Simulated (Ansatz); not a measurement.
# What InH (model cell, started as layered BN type) distorts into, part 3 of 3

Wanted: the energy along a soft mode of InH (model cell, started as layered BN type) and the structure at the end.

Ansatz 0.2.0; DFT PBE, scalar-relativistic, plane waves, PAW.

So far. Step 5 (Energy along the mode, all amplitudes (two of the runs …): The lowest of the steps tried is at 0.32 Å, 42.5 meV/atom below the parent; the bottom of the well need not coincide with a step. Step 7 (The new phase in its own primitive cell): The largest force component left is 0.61 meV/Å and the pressure is -0.003 GPa, within the tolerances set. The cell now holds 17.17 Å³/atom. The relaxed cell has a, b, c = 5.573, 4.083, 6.037 Å (conventional setting).

The structure was built from a prototype and need not be the compound's stable phase.

## Step 8: Modes of the new phase, k-mesh 6×8×6

A relaxed structure may still be a saddle point, so its zone-centre modes are computed. No field response is asked, since the mesh shows no gap.

File input.yaml:

```yaml
crystal:
  lattice:
    - [5.5732869969, 0.0, 0.0]
    - [0.0, 4.0827535675, 0.0]
    - [0.0, 0.0, 6.0371411969]
  atoms:
    - { symbol: In, position: [0.75, 0.5, 0.795924665] }
    - { symbol: In, position: [0.75, 0.0, 0.3467796658] }
    - { symbol: In, position: [0.25, 0.0, 0.6532203342] }
    - { symbol: In, position: [0.25, 0.5, 0.204075335] }
    - { symbol: H, position: [0.75, 0.0, 0.8305898166] }
    - { symbol: H, position: [0.75, 0.5, 0.1266135806] }
    - { symbol: H, position: [0.25, 0.5, 0.8733864194] }
    - { symbol: H, position: [0.25, 0.0, 0.1694101834] }
kpoints:
  mp_grid: { grid: [6, 8, 6] }
hamiltonian:
  xc: pbe
scf:
  occupations: { method: methfessel_paxton, width: 0.15 }
output:
  eigenvalues: true
phonons:
  method: dfpt
```

Launch:

```
$ ansatz run input.yaml --threads 4 --pin off --max-ram 7168MiB --backend cpu --events-out ev --progress --plain --runs-dir out
```

Numbers of over 12 decimals in the logs are rounded to 6 here.

Output:

```text
zone centre: on kpoints.mp_grid the ground state, and the responses unless they are solved on pairs of k-points, stand on 80 of the mesh's 288 k-points, reduced under 4 symmetry operations, with k and −k counted as one. Each operation leaves every solved displacement unchanged or reverses it
[...]
Crystal: 8 atoms, lattice volume = 137.371 Å³
Basis set: ecut = 420 eV, 2683 PW (Γ), exchange–correlation on 80×60×90 points (8 copies of the dense FFT grid, shifted against one another)
Bands: 36, of which v1, the nominal top of the filled ones, is band 28 counted from 1 (27 counted from 0)
Symmetry: 8 space group operations
k-points: 80 of 288 (irreducible under 4 space group operations, time reversal used)
[...]
SCF iter   1: F=—  HF=-22451.808493 eV  |F-HF|=—  |Δ(HF+E_count)|=         —  Δρ=2.32e-3  dr2=1.26e-2  ethr=1.77e-3  ⟨swp⟩=6.8  Hψ=12044  notcnv=0
[...]
SCF iter  11: F=-22451.803227 eV  HF=-22451.803227 eV  |F-HF|=0.00e0  |Δ(HF+E_count)|=  1.09e-11  S|Δr|=    0.00e0  Δρ=3.29e-8  dr2=1.96e-12  ethr=1.00e-12  ⟨swp⟩=9.8  Hψ=13646  notcnv=0
SCF 1 converged in 11 iterations: F = -22451.803227 eV  dr2 = 1.96e-12
[...]
DFPT response loops at Γ: preconditioner auto → Kerker (q_TF=auto, 2.349 Å⁻¹) (partly filled bands, converged f_vac=0.000); β = 1.00, the filter's whole step (`scf.mixing.beta` (0.50) is not read by the response loops under this deck's `scf.mixing.preconditioner`; to damp them name `kerker` or `kerker_dos`, under which they read `scf.mixing.beta`, and type it under 1.00, their step now; both keys bind the ground state too); Broyden in place of MSR1
SCF converged after 11 iterations
[...]
Free energy (F): -22451.803227 eV
[...]
Internal energy: -22451.804611 eV  (E = F + TS)
E sigma→0 (E₀):  -22451.803573 eV
Entropy (-TS):   0.001384 eV (0.173 meV/atom)
Fermi energy:    7.587078 eV
[...]
--- Band table (eV; the first three rows and the last of 80) ---
  k-point 0: bands = [... 24 lower, 5.0432, 5.0688, 6.4911, 8.0649, 8.2289, 8.6971, 9.6393, 10.5516, ... 4 higher]
  k-point 1: bands = [... 24 lower, 4.5842, 5.1690, 6.8395, 8.0655, 8.3540, 8.3607, 9.5982, 11.1199, ... 4 higher]
  k-point 2: bands = [... 24 lower, 5.4305, 5.5291, 7.0401, 7.1297, 8.7399, 9.0311, 9.4580, 10.2832, ... 4 higher]
  k-point 79: bands = [... 24 lower, 3.3166, 3.3166, 3.7965, 3.7965, 9.8631, 9.8631, 10.6756, 10.6756, ... 4 higher]
--- Phonons (Γ-DFPT): 12 representative perturbations + reference, on 80 of 288 k-points (Σ response iterations 41) ---
  k mesh reduced under 4 symmetry operations, with k and −k counted as one. Each operation leaves every solved displacement unchanged or reverses it
  ASR residual: 1.115e-5 → 0.000e0 eV/Å²; symmetrization residual: 2.172e-6 eV/Å²
  ASR residual per site (eV/Å²): 6.08e-6 2.98e-6 2.98e-6 6.08e-6 1.12e-5 3.23e-6 3.23e-6 1.12e-5
  Γ frequencies (cm⁻¹): -413.87 -370.97 -78.78 -39.85 -37.66 0.00 0.00 0.00 12.37 28.32 55.18 58.57 74.15 87.74 99.73 234.57 275.95 295.74 302.94 429.68 867.50 895.20 903.42 943.46
  non-analytic LO–TO correction: not included (Born effective charges unavailable; polar crystals: no LO–TO splitting at Γ)
```

It took 2.2 min on 4 threads of Arm Neoverse V2, shared host; peak memory 1.6 GiB.

Numbers from this step:

| Property | Result |
| --- | --- |
| sum-rule residual before enforcement | 1.12e-5 eV/Å² |
| point group | mmm |
| highest optical mode at the zone centre (no LO-TO term) | 943.5 cm⁻¹ |
| lowest optical zone-centre mode | -413.9 cm⁻¹ |

Patterns of degenerate modes are one choice out of their space. Modes at Γ, with each element's share of the kinetic energy (negative means imaginary):

```csv
mode,frequency (cm⁻¹),symmetry,In %,H %
1,-413.9,B3u,0,100
2,-371.0,B2g,1,99
3,-78.8,B2u,87,13
4,-39.9,B3u,22,78
5,-37.7,B3g,95,5
6,0.0,acoustic,99,1
7,0.0,acoustic,99,1
8,0.0,acoustic,99,1
9,12.4,B3g,100,0
10,28.3,Ag,100,0
11,55.2,B1u,97,3
12,58.6,B2g,99,1
13,74.2,B3u,79,21
14,87.7,Ag,99,1
15,99.7,B2g,99,1
16,234.6,B2u,13,87
17,275.9,B2g,1,99
18,295.7,B1u,4,96
19,302.9,B3g,4,96
20,429.7,Ag,1,99
21,867.5,B2u,1,99
22,895.2,B3g,1,99
23,903.4,B1u,0,100
24,943.5,Ag,0,100
```

Displacements in mode 1 (-413.9 cm⁻¹), the largest set to 1:
```
In1  0.00  0.00  0.00
In2  0.00  0.00  0.00
In3  0.00  0.00  0.00
In4  0.00  0.00  0.00
H5  -1.00  0.00  0.00
H6   1.00  0.00  0.00
H7   1.00  0.00  0.00
H8  -1.00  0.00  0.00
```

Displacements in mode 18 (295.7 cm⁻¹), the largest set to 1:
```
In1  0.00  0.00 -0.02
In2  0.00  0.00  0.01
In3  0.00  0.00  0.01
In4  0.00  0.00 -0.02
H5   0.00  0.00  1.00
H6   0.00  0.00  0.43
H7   0.00  0.00  0.43
H8   0.00  0.00  1.00
```

Before it was imposed, the acoustic sum rule was missed by 1.1e-5 eV/Å². Small misses are needed for a sound result but don't prove that mesh and cutoff are converged. The lowest optical mode is imaginary, 413.9i cm⁻¹, so the energy falls along it.

## Step 9: What came out

| Quantity | Value |
| --- | --- |
| unstable mode of the parent | q = (0, -0.5, 0), 922i cm⁻¹ |
| depth at the lowest point sampled | 42.5 meV/atom |
| largest atomic shift at that point | 0.32 Å |
| space group reached (within 0.01 Å) | Pmma |
| energy gained over the parent (first relaxation, on the mesh of the frozen mode) | 105 meV/atom |
| volume per atom, phase reached | 17.2 Å³ |
| lowest optical zone-centre mode, phase reached | -414 cm⁻¹ |
| highest optical mode at the zone centre (no LO-TO term), phase reached | 943 cm⁻¹ |

In words: Along this mode the structure falls into Pmma, 105 meV/atom below the parent. At the parent's cell the well is 42.46 meV/atom deep on the steps tried, with its lowest point at a shift of 0.32 Å. Relaxing atoms and cell changes the gain by +62.50 meV/atom against the lowest step (energies at zero smearing). The new phase still has an imaginary mode at the zone centre of its cell, so it is a saddle point on the way to a lower structure. Of the 2 patterns followed to their end from this parent, this one ends 20.3 meV/atom above the lowest, P-3m1. Each path keeps the symmetry of its pattern, so a lower phase may lie along a pattern not tried. The q mesh is too sparse to interpolate, so only the solved wavevectors are given. With no gap, or one that is small against the smearing, the frequencies hang on the k mesh and the smearing, most of all near Kohn anomalies. The starting cell was built on a prototype and not taken from a measurement, so the phase need not exist.

[Logs are printed without paths, hosts, clocks, repeated set-up lines and the standing remarks that a program may print on its own settings, such as how far it seeks lower states.]

[Hosts, paths, dates, database ids (printed as entryN), source tags and the programs' standing remarks are cut or masked in the printed files.]
